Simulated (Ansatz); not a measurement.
# How many bands does the GW gap of CO2 (Pa-3) need?

How do accuracy and time trade against each other in G0W0 on CO2 (Pa-3)?

Calculated with Ansatz 0.2.0; G0W0 on PBE, plane waves, PAW; PAW set soft_1.

## 1. Set-up

The structure is cubic, space group Pa-3 (No. 205). Conventional cell: a = 5.497 Å, b = 5.497 Å, c = 5.497 Å, α = 90.00°, β = 90.00°, γ = 90.00°. Nearest to C lie 2 O at 1.17 Å. Nearest to O lie 1 C at 1.17 Å. Farther neighbours and most contacts between anions are not listed.

The cell and positions are those that the Materials Project relaxed with its own functionals (PBE, PBE+U or r2SCAN), kept fixed.

## 2. 149 empty bands, screening to 54 eV

G0W0 replaces the xc potential by the self-energy, built once from these orbitals. Only a window of levels is corrected, while the sums run over the empty bands that the input names. This step takes PAW set soft_1 files.

Input file input.yaml:

```yaml
crystal:
  lattice:
    - [5.49707328, 0.0, 0.0]
    - [0.0, 5.49707328, 0.0]
    - [0.0, 0.0, 5.49707328]
  atoms:
    - { symbol: C, position: [0.0, 0.0, 0.0] }
    - { symbol: C, position: [0.5, 0.0, 0.5] }
    - { symbol: C, position: [0.5, 0.5, 0.0] }
    - { symbol: C, position: [0.0, 0.5, 0.5] }
    - { symbol: O, position: [0.12253698, 0.12253698, 0.12253698] }
    - { symbol: O, position: [0.37746302, 0.87746302, 0.62253698] }
    - { symbol: O, position: [0.62253698, 0.37746302, 0.87746302] }
    - { symbol: O, position: [0.87746302, 0.62253698, 0.37746302] }
    - { symbol: O, position: [0.87746302, 0.87746302, 0.87746302] }
    - { symbol: O, position: [0.62253698, 0.12253698, 0.37746302] }
    - { symbol: O, position: [0.37746302, 0.62253698, 0.12253698] }
    - { symbol: O, position: [0.12253698, 0.37746302, 0.62253698] }
kpoints:
  mp_grid: { grid: [4, 4, 4] }
hamiltonian:
  xc: pbe
  pseudopotentials: { kind: paw, azcp: { folder: soft_1 } }
scf:
  occupations: { method: fixed }
gw:
  n_empty_bands: 149
  ecut_chi: 54
  qp_bands: [v4, c4]
  qp_kpoints: band_edges
  screening: { model: contour_deformation }
```

On the command line:

```
ansatz run input.yaml --threads 4 --pin off --max-ram 138240MiB --backend cuda --events-out ev --progress --plain --runs-dir out --devices 1 --max-vram 26GiB
```

Numbers of over 12 decimals in the logs are rounded to 6 here.

What it wrote:

```text
GPUs: using 1 of 1 available (devices: 1).
Engine: ansatz 0.2.0, x86_64-unknown-linux-gnu
Pseudopotentials: kind: paw
Pseudopotential: C, paw, valence charge 4, recommended cutoff 420 eV (normal), soft_1/C.paw.azcp
Pseudopotential: O, paw, valence charge 6, recommended cutoff 420 eV (normal), soft_1/O.paw.azcp
Functional definition: PBE
  parameter kappa = 0.804
  parameter beta = 0.066725
  exchange = pbe_x(kappa = kappa, mu = beta*pi^2/3)
  correlation = pbe_c(beta = beta)
device memory: the entry about to start is reckoned to put 3.2 GiB on a device that reports 40.5 GiB free (of which the cap on the GPU budget leaves the run 26.0 GiB)
GPU FFT provider: cuFFT
GPU libraries: cuBLAS 13.8.2, cuFFT 12.4.0, cuSOLVER 12.3.4
Crystal: 12 atoms, lattice volume = 166.110 Å³
Basis set: ecut = 420 eV, 3239 PW (Γ)
Bands: 44, of which v1, the nominal top of the filled ones, is band 32 counted from 1 (31 counted from 0)
Symmetry: 24 space group operations
Space group: Pa-3 (ITA 205), of the structure as read, at distance tolerance 5.5e-5 Å
k-points: 11 of 64
Non-local potential: C, projectors of the file, l = 0: 2, l = 1: 2, l = 2: 1
Non-local potential: O, projectors of the file, l = 0: 2, l = 1: 2, l = 2: 1
PAW form: soft (Blöchl's): semilocal exchange-correlation on the pseudo side does not see the compensation charge
PAW one-centre angular grid: C, 110 points (default); XC on 64 Gauss nodes
PAW one-centre angular grid: O, 110 points (default); XC on 64 Gauss nodes
Initial density: superposition of atomic densities (chi_scale 0.1, normalization cell, long waves kept (reshape's long-wave potential 0.02 eV rms))
Initial wavefunctions: pseudopotential atomic-orbital guess
GPU buffer pool allocated for 64000 grid points (all kernels)
GPU transforms: local potential and band sums: pruned to the plane-wave sphere, on 40×40×40
Functional: x = pbe(κ = 0.804, μ = 0.219515), c = pbe(β = 0.066725)
SCF iter   1: F=—  HF=-5543.044454 eV  |F-HF|=—  |Δ(HF+E_count)|=         —  Δρ=1.00e-1  dr2=1.20e1  ethr=3.10e-3  ⟨swp⟩=4.0  Hψ=1702  notcnv=0  defer=50
preconditioner: auto → Resta (q_TF=auto, 2.327 Å⁻¹)  ε∞=2.9  [insulator: Δε(μ)=7.892 eV  Ē_g=16.632 eV  n_scr=32 (ndim 8)  ℏωp=23.0 eV  f_vac=0.064  ε∞_Penn≈2.9]
SCF iter   2: F=—  HF=-5539.936128 eV  |F-HF|=—  |Δ(HF+E_count)|=    3.11e0  Δρ=4.22e-2  dr2=1.60e0  ethr=3.10e-3  ⟨swp⟩=3.0  Hψ=1042  notcnv=0  defer=78
SCF iter   3: F=—  HF=-5539.574341 eV  |F-HF|=—  |Δ(HF+E_count)|=   3.62e-1  Δρ=1.70e-2  dr2=3.49e-1  ethr=2.50e-3  ⟨swp⟩=2.5  Hψ=772  notcnv=0  defer=61
SCF iter   4: F=—  HF=-5539.519520 eV  |F-HF|=—  |Δ(HF+E_count)|=   5.48e-2  Δρ=4.26e-3  dr2=1.36e-2  ethr=5.45e-4  ⟨swp⟩=2.1  Hψ=792  notcnv=0  defer=101
SCF iter   5: F=—  HF=-5539.526147 eV  |F-HF|=—  |Δ(HF+E_count)|=   6.63e-3  Δρ=5.50e-4  dr2=4.68e-4  ethr=2.13e-5  ⟨swp⟩=2.4  Hψ=755  notcnv=0  defer=102
SCF iter   6: F=—  HF=-5539.526389 eV  |F-HF|=—  |Δ(HF+E_count)|=   2.42e-4  Δρ=2.02e-4  dr2=4.28e-5  ethr=7.32e-7  ⟨swp⟩=2.3  Hψ=818  notcnv=0  defer=102
SCF iter   7: F=—  HF=-5539.526388 eV  |F-HF|=—  |Δ(HF+E_count)|=   4.87e-7  Δρ=3.98e-5  dr2=1.81e-6  ethr=6.69e-8  ⟨swp⟩=2.0  Hψ=733  notcnv=0  defer=50
SCF iter   8: F=-5539.526389 eV  HF=-5539.526389 eV  |F-HF|=4.29e-9  |Δ(HF+E_count)|=   2.76e-7  Δρ=5.66e-6  dr2=3.58e-8  ethr=1.56e-10  ⟨swp⟩=9.4  Hψ=2424  notcnv=0
SCF 1 converged in 8 iterations: F = -5539.526389 eV  dr2 = 3.58e-8
  greatest PAW one-centre occupation: 0.883 electrons in one spin orbital (limit 2), on the O atom at site 9 (counted from 0), in its partial waves of l = 0
device memory: the entry about to start is reckoned to put 4.0 GiB (of the 4.1 GiB reckoned in all, the device holds 0.1 GiB already) on a device that reports 40.4 GiB free (of which the cap on the GPU budget leaves the run 26.0 GiB)
NSCF: frozen V_eff on 11 k-points
the band table was solved once the SCF had ended and its energy, with any forces and stress, was formed, with the checks that follow a solve (1884 applications of the Hamiltonian). They found nothing against the state; the energy, forces and stress were not computed again (output.eigenvalues in the input reference)
device memory: the entry about to start is reckoned to put 5.3 GiB on a device that reports 40.5 GiB free (of which the cap on the GPU budget leaves the run 26.0 GiB)
NSCF: frozen V_eff on 11 k-points
G₀W₀ screening: q 1/11
[... further progress lines ...]
SCF converged after 8 iterations
Free energy (F): -5539.526389 eV
Harris-Foulkes:  -5539.526389 eV  (|F-HF|=4.29e-9)
Internal energy: -5539.526389 eV  (E = F + TS)
E sigma→0 (E₀):  -5539.526389 eV
Fermi energy:    -1.652406 eV
--- Per-component energies (eV) ---
  E_band       = -568.667687
  E_kinetic    = 1680.973313
  E_local      = -4595.329622  (includes V_loc(G=0)·N_el)
  E_nonlocal   = 519.705684
  E_hartree    = 1573.009497
  E_xc         = -744.526398
  E_vxc        = -939.564128  (∫ρ·V_xc dr)
  E_paw        = -1703.689149  (= ΣΔE_a)
  E_vpaw       = -380.489971  (= ΣTr[D̂ρ^β])
  E_aug_tail   = 0.006180  (compensation charges beyond the density's cutoff)
  E_ewald      = -2269.675893
  E_smearing   = -0.000000  (= −TS)
  E_closure    = -0.000000  (closes the sum)
  Σ components = -5539.526389   (vs F -5539.526389, Δ=0.00e0)
--- Band table (eV; the first three rows and the last of 11) ---
  k-point 0: bands = [... 28 lower, -1.8780, -1.8780, -1.6524, -1.6524, 5.2188, 6.3073, 6.3073, 6.3073, ... 8 higher]
  k-point 1: bands = [... 28 lower, -1.9135, -1.8278, -1.7693, -1.6715, 5.6336, 6.2464, 6.4002, 6.4432, ... 8 higher]
  k-point 2: bands = [... 28 lower, -1.9944, -1.9944, -1.7345, -1.7345, 6.2461, 6.2461, 6.5003, 6.5003, ... 8 higher]
  k-point 10: bands = [... 28 lower, -2.0138, -2.0138, -2.0138, -2.0138, 6.2346, 6.2346, 6.2346, 6.2346, ... 8 higher]
--- G₀W₀: contour deformation, 5 samples at zero and on the imaginary axis and 0 off it, 64 q-points, 149 empty bands' worth ---
  eigenvalues of the whole cell's RPA ε∞ on this k-mesh (on a slab, of 1 + 4πα/V) = 1.9548, 1.9548, 1.9548; static W/v taken at q = 0 is 0.511571
  bands read: the sum over 181 bands ends inside a degenerate multiplet in 8 slots, whose members it reads at an even weight; the widest, k=6: bands 181 to 184 (counted from 1) at 1/4 each
  gw.qp_kpoints: band_edges: 11 of 11 stored k-points solved, in 1 pass; an edge of the gap read off the rows below is read off those points alone
    ik  band        ε_KS         Σx   Σc(E_QP)       V_xc       Z   E_QP_lin       E_QP  E_QP is
     0    29     -1.8780   -25.8391     3.5349   -20.4141  0.8275    -3.7950    -3.7680  root
     0    30     -1.8780   -25.8391     3.5349   -20.4141  0.8275    -3.7950    -3.7680  root
     0    31     -1.6524   -26.1820     3.5175   -20.8407  0.8278    -3.5006    -3.4762  root
     0    32     -1.6524   -26.1820     3.5175   -20.8407  0.8278    -3.5006    -3.4762  root
     0    33      5.2188    -6.5058    -3.1227   -11.2590  0.8844     6.8628     6.8493  root
     0    34      6.3073   -11.0373    -2.8391   -17.3055  0.8522     9.8113     9.7364  root
     0    35      6.3073   -11.0373    -2.8391   -17.3055  0.8522     9.8113     9.7364  root
     0    36      6.3073   -11.0373    -2.8391   -17.3055  0.8522     9.8113     9.7364  root
     1    29     -1.9135   -25.8073     3.5419   -20.3694  0.8274    -3.8368    -3.8095  root
     1    30     -1.8278   -25.9314     3.5338   -20.5250  0.8275    -3.7268    -3.7004  root
     1    31     -1.7693   -25.9947     3.5260   -20.6118  0.8277    -3.6517    -3.6261  root
     1    32     -1.6715   -26.1648     3.5212   -20.8162  0.8277    -3.5235    -3.4989  root
     1    33      5.6336    -6.6260    -3.1395   -11.5202  0.8822     7.4045     7.3883  root
     1    34      6.2464   -10.7138    -2.8491   -16.9207  0.8541     9.6747     9.6042  root
     1    35      6.4002   -11.0441    -2.8812   -17.3855  0.8516     9.9382     9.8604  root
     1    36      6.4432   -11.1471    -2.8849   -17.4681  0.8513     9.9564     9.8792  root
     2    29     -1.9944   -25.6993     3.5509   -20.2305  0.8273    -3.9404    -3.9122  root
     2    30     -1.9944   -25.6993     3.5509   -20.2305  0.8273    -3.9404    -3.9122  root
     2    31     -1.7345   -26.0847     3.5287   -20.7126  0.8276    -3.6031    -3.5779  root
     2    32     -1.7345   -26.0847     3.5287   -20.7126  0.8276    -3.6031    -3.5779  root
     2    33      6.2461   -10.3631    -2.8929   -16.5598  0.8556     9.6178     9.5499  root
     2    34      6.2461   -10.3631    -2.8929   -16.5598  0.8556     9.6178     9.5499  root
     2    35      6.5003   -10.1628    -3.0005   -16.4624  0.8554     9.8701     9.7993  root
     2    36      6.5003   -10.1628    -3.0005   -16.4624  0.8554     9.8701     9.7993  root
[...]
10    29     -2.0138   -25.5688     3.5355   -20.1051  0.8277    -3.9705    -3.9420  root
    10    30     -2.0138   -25.5688     3.5355   -20.1051  0.8277    -3.9705    -3.9420  root
    10    31     -2.0138   -25.5688     3.5355   -20.1051  0.8277    -3.9705    -3.9420  root
    10    32     -2.0138   -25.5688     3.5355   -20.1051  0.8277    -3.9705    -3.9420  root
    10    33      6.2346   -10.9297    -2.8224   -17.1562  0.8529     9.7114     9.6386  root
    10    34      6.2346   -10.9297    -2.8224   -17.1562  0.8529     9.7114     9.6386  root
    10    35      6.2346   -10.9297    -2.8224   -17.1562  0.8529     9.7114     9.6386  root
    10    36      6.2346   -10.9297    -2.8224   -17.1562  0.8529     9.7114     9.6386  root
```

Run time: 20 s. Hardware: 1 × NVIDIA H100 80GB HBM3 (shared by 3 runs) with 4 threads of AMD EPYC 7R13 (Zen 3), shared host; peak memory 1.2 GiB.

This step gave:

| Quantity | Value |
| --- | --- |
| bands summed | 181 |
| RPA ε∞ on this mesh (eigenvalues) | 1.955, 1.955, 1.955 |
| plane waves in the screening matrix | 147 |
| q-points in the mesh | 64 |
| G0W0 gap on the mesh | 10.33 eV |
| k of the valence top | 0, 0, 0 |
| k of the conduction bottom | 0, 0, 0 |
| starting gap on the mesh | 6.871 eV |
| Z at the valence top | 0.8278 |
| Z at the conduction bottom | 0.8844 |
| least direct G0W0 gap on the computed points | 10.33 eV |

The gap on the mesh goes from 6.87 eV to 10.33 eV, a correction of +3.45 eV. Between the two edge states, bare exchange in place of the xc potential would open the gap by 10.09 eV, and correlation takes back 6.64 eV.

## 3. 423 empty bands, screening to 108 eV

Another rung: the empty bands reach about as high as the screening cutoff, so the two stay in balance.

input.yaml: that of step 2 with these lines changed.

```diff
@@ -26,4 +26,4 @@
 gw:
-  n_empty_bands: 149
-  ecut_chi: 54
+  n_empty_bands: 423
+  ecut_chi: 108
   qp_bands: [v4, c4]
```

What it wrote:

```text
GPUs: using 1 of 1 available (devices: 1).
[...]
GPU FFT provider: cuFFT
GPU libraries: cuBLAS 13.8.2, cuFFT 12.4.0, cuSOLVER 12.3.4
Crystal: 12 atoms, lattice volume = 166.110 Å³
Basis set: ecut = 420 eV, 3239 PW (Γ)
Bands: 44, of which v1, the nominal top of the filled ones, is band 32 counted from 1 (31 counted from 0)
Symmetry: 24 space group operations
[...]
k-points: 11 of 64
[...]
GPU buffer pool allocated for 64000 grid points (all kernels)
[...]
SCF iter   1: F=—  HF=-5543.044454 eV  |F-HF|=—  |Δ(HF+E_count)|=         —  Δρ=1.00e-1  dr2=1.20e1  ethr=3.10e-3  ⟨swp⟩=4.0  Hψ=1702  notcnv=0  defer=50
[...]
SCF iter   8: F=-5539.526389 eV  HF=-5539.526389 eV  |F-HF|=4.29e-9  |Δ(HF+E_count)|=   2.76e-7  Δρ=5.66e-6  dr2=3.58e-8  ethr=1.56e-10  ⟨swp⟩=9.4  Hψ=2424  notcnv=0
SCF 1 converged in 8 iterations: F = -5539.526389 eV  dr2 = 3.58e-8
[...]
NSCF: frozen V_eff on 11 k-points
[...]
G₀W₀ screening: q 1/11
[... further progress lines ...]
SCF converged after 8 iterations
Free energy (F): -5539.526389 eV
[...]
Internal energy: -5539.526389 eV  (E = F + TS)
E sigma→0 (E₀):  -5539.526389 eV
Fermi energy:    -1.652406 eV
[...]
--- Band table (eV; the first three rows and the last of 11) ---
  k-point 0: bands = [... 28 lower, -1.8780, -1.8780, -1.6524, -1.6524, 5.2188, 6.3073, 6.3073, 6.3073, ... 8 higher]
  k-point 1: bands = [... 28 lower, -1.9135, -1.8278, -1.7693, -1.6715, 5.6336, 6.2464, 6.4002, 6.4432, ... 8 higher]
  k-point 2: bands = [... 28 lower, -1.9944, -1.9944, -1.7345, -1.7345, 6.2461, 6.2461, 6.5003, 6.5003, ... 8 higher]
  k-point 10: bands = [... 28 lower, -2.0138, -2.0138, -2.0138, -2.0138, 6.2346, 6.2346, 6.2346, 6.2346, ... 8 higher]
[...]
0    29     -1.8780   -25.8391     3.3227   -20.4141  0.8177    -4.0133    -3.9801  root
     0    30     -1.8780   -25.8391     3.3227   -20.4141  0.8177    -4.0133    -3.9801  root
     0    31     -1.6524   -26.1820     3.2953   -20.8407  0.8176    -3.7288    -3.6984  root
     0    32     -1.6524   -26.1820     3.2953   -20.8407  0.8176    -3.7288    -3.6984  root
     0    33      5.2188    -6.5058    -3.2287   -11.2590  0.8806     6.7546     6.7432  root
     0    34      6.3073   -11.0373    -3.2126   -17.3055  0.8420     9.4194     9.3629  root
     0    35      6.3073   -11.0373    -3.2126   -17.3055  0.8420     9.4194     9.3629  root
     0    36      6.3073   -11.0373    -3.2126   -17.3055  0.8420     9.4194     9.3629  root
[...]
10    33      6.2346   -10.9297    -3.1947   -17.1562  0.8428     9.3212     9.2663  root
    10    34      6.2346   -10.9297    -3.1947   -17.1562  0.8428     9.3212     9.2663  root
    10    35      6.2346   -10.9297    -3.1947   -17.1562  0.8428     9.3212     9.2663  root
    10    36      6.2346   -10.9297    -3.1947   -17.1562  0.8428     9.3212     9.2663  root
```

The job ended after 30 s (1 × NVIDIA H100 80GB HBM3 (shared by 3 runs) with 4 threads; peak memory 1.5 GiB; 50 s of CPU time).

Numbers from this step:

| Property | Result |
| --- | --- |
| bands summed | 455 |
| RPA ε∞ on this mesh (eigenvalues) | 1.947, 1.947, 1.947 |
| plane waves in the screening matrix | 437 |
| q-points in the mesh | 64 |
| G0W0 gap on the mesh | 10.44 eV |
| k of the valence top | 0, 0, 0 |
| k of the conduction bottom | 0, 0, 0 |
| starting gap on the mesh | 6.871 eV |
| Z at the valence top | 0.8176 |
| Z at the conduction bottom | 0.8806 |
| least direct G0W0 gap on the computed points | 10.44 eV |

Against the run with 4×4×4 mesh, 149 empty bands, screening to 54 eV, PAW set soft_1 files, the gap moves by +0.12 eV.

## 4. 910 empty bands, screening to 180 eV

input.yaml: that of step 3 with these lines changed.

```diff
@@ -26,4 +26,4 @@
 gw:
-  n_empty_bands: 423
-  ecut_chi: 108
+  n_empty_bands: 910
+  ecut_chi: 180.0
   qp_bands: [v4, c4]
```

What it wrote:

```text
GPUs: using 1 of 1 available (devices: 1).
[...]
GPU FFT provider: cuFFT
GPU libraries: cuBLAS 13.8.2, cuFFT 12.4.0, cuSOLVER 12.3.4
Crystal: 12 atoms, lattice volume = 166.110 Å³
Basis set: ecut = 420 eV, 3239 PW (Γ)
Bands: 44, of which v1, the nominal top of the filled ones, is band 32 counted from 1 (31 counted from 0)
Symmetry: 24 space group operations
[...]
k-points: 11 of 64
[...]
0    36      6.3073   -11.0373    -3.4874   -17.3055  0.8380     9.1337     9.0880  root
[...]
10    33      6.2346   -10.9297    -3.4671   -17.1562  0.8388     9.0382     8.9939  root
    10    34      6.2346   -10.9297    -3.4671   -17.1562  0.8388     9.0382     8.9939  root
    10    35      6.2346   -10.9297    -3.4671   -17.1562  0.8388     9.0382     8.9939  root
    10    36      6.2346   -10.9297    -3.4671   -17.1562  0.8388     9.0382     8.9939  root
[key lines of the parts left out:]
SCF converged after 8 iterations
Free energy (F): -5539.526389 eV
Fermi energy:    -1.652406 eV
```

Wall time 62 s (1 × NVIDIA H100 80GB HBM3 (shared by 3 runs) with 4 threads); peak memory 2.6 GiB.

Numbers from this step:

```
bands summed                                 : 942
RPA ε∞ on this mesh (eigenvalues)            : 1.944, 1.944, 1.944
plane waves in the screening matrix          : 925
G0W0 gap on the mesh                         : 10.59 eV
k of the valence top                         : 0, 0, 0
k of the conduction bottom                   : 0, 0, 0
starting gap on the mesh                     : 6.871 eV
least direct G0W0 gap on the computed points : 10.59 eV
```

Against the run with 4×4×4 mesh, 423 empty bands, screening to 108 eV, PAW set soft_1 files, the gap moves by +0.14 eV.

## 5. Changing the k mesh: 2×2×2 mesh, 423 empty bands, screening to 108 eV, PAW set soft_1 files

Only the mesh changes. It samples the long-range screening, which converges on its own terms. Bands and cutoff differ from the step before, so it is read against an earlier run that matches them.

input.yaml: that of step 4 with these lines changed.

```diff
@@ -19,3 +19,3 @@
 kpoints:
-  mp_grid: { grid: [4, 4, 4] }
+  mp_grid: { grid: [2, 2, 2] }
 hamiltonian:
@@ -26,4 +26,4 @@
 gw:
-  n_empty_bands: 910
-  ecut_chi: 180.0
+  n_empty_bands: 423
+  ecut_chi: 108
   qp_bands: [v4, c4]
```

What it wrote:

```text
GPUs: using 1 of 1 available (devices: 1).
[...]
GPU FFT provider: cuFFT
GPU libraries: cuBLAS 13.8.2, cuFFT 12.4.0, cuSOLVER 12.3.4
Crystal: 12 atoms, lattice volume = 166.110 Å³
Basis set: ecut = 420 eV, 3239 PW (Γ)
Bands: 44, of which v1, the nominal top of the filled ones, is band 32 counted from 1 (31 counted from 0)
Symmetry: 24 space group operations
[...]
k-points: 4 of 8
[...]
0    36      6.3073   -11.0059    -3.2513   -17.3055  0.8412     9.4127     9.3557  root
[...]
3    33      6.2345   -10.8974    -3.2343   -17.1563  0.8420     9.3146     9.2591  root
     3    34      6.2345   -10.8974    -3.2343   -17.1563  0.8420     9.3146     9.2591  root
     3    35      6.2345   -10.8974    -3.2343   -17.1563  0.8420     9.3146     9.2591  root
     3    36      6.2345   -10.8974    -3.2343   -17.1563  0.8420     9.3146     9.2591  root
[key lines of the parts left out:]
SCF converged after 8 iterations
Free energy (F): -5539.521743 eV
Fermi energy:    -1.652434 eV
```

The job ended after 13 s (1 × NVIDIA H100 80GB HBM3 (shared by 3 runs) with 4 threads; peak memory 1.2 GiB; 12 s of CPU time).

Numbers from this step:

| Quantity | Value |
| --- | --- |
| bands summed | 455 |
| RPA ε∞ on this mesh (eigenvalues) | 1.948, 1.948, 1.948 |
| plane waves in the screening matrix | 437 |
| G0W0 gap on the mesh | 10.45 eV |
| k of the valence top | 0, 0, 0 |
| k of the conduction bottom | 0, 0, 0 |
| starting gap on the mesh | 6.871 eV |
| least direct G0W0 gap on the computed points | 10.45 eV |

Against the run with 4×4×4 mesh, 423 empty bands, screening to 108 eV, PAW set soft_1 files, the gap moves by +0.007 eV.

[end of part 1 of 2]

[Paths, hosts, dates, memory and timing lines, banners, echoed tables and standing remarks are left out of the program output.]

[Logs are printed without paths, hosts, clocks, repeated set-up lines and the standing remarks that a program may print on its own settings, such as how far it seeks lower states.]

[Runs of the session that timed out or met a known fault of the program may be left out.]

[Cells called generated may have been cut or substituted from an entry of the Crystallography Open Database or the Materials Project.]

[Hosts, paths, dates, database ids (printed as entryN), source tags and the programs' standing remarks are cut or masked in the printed files.]
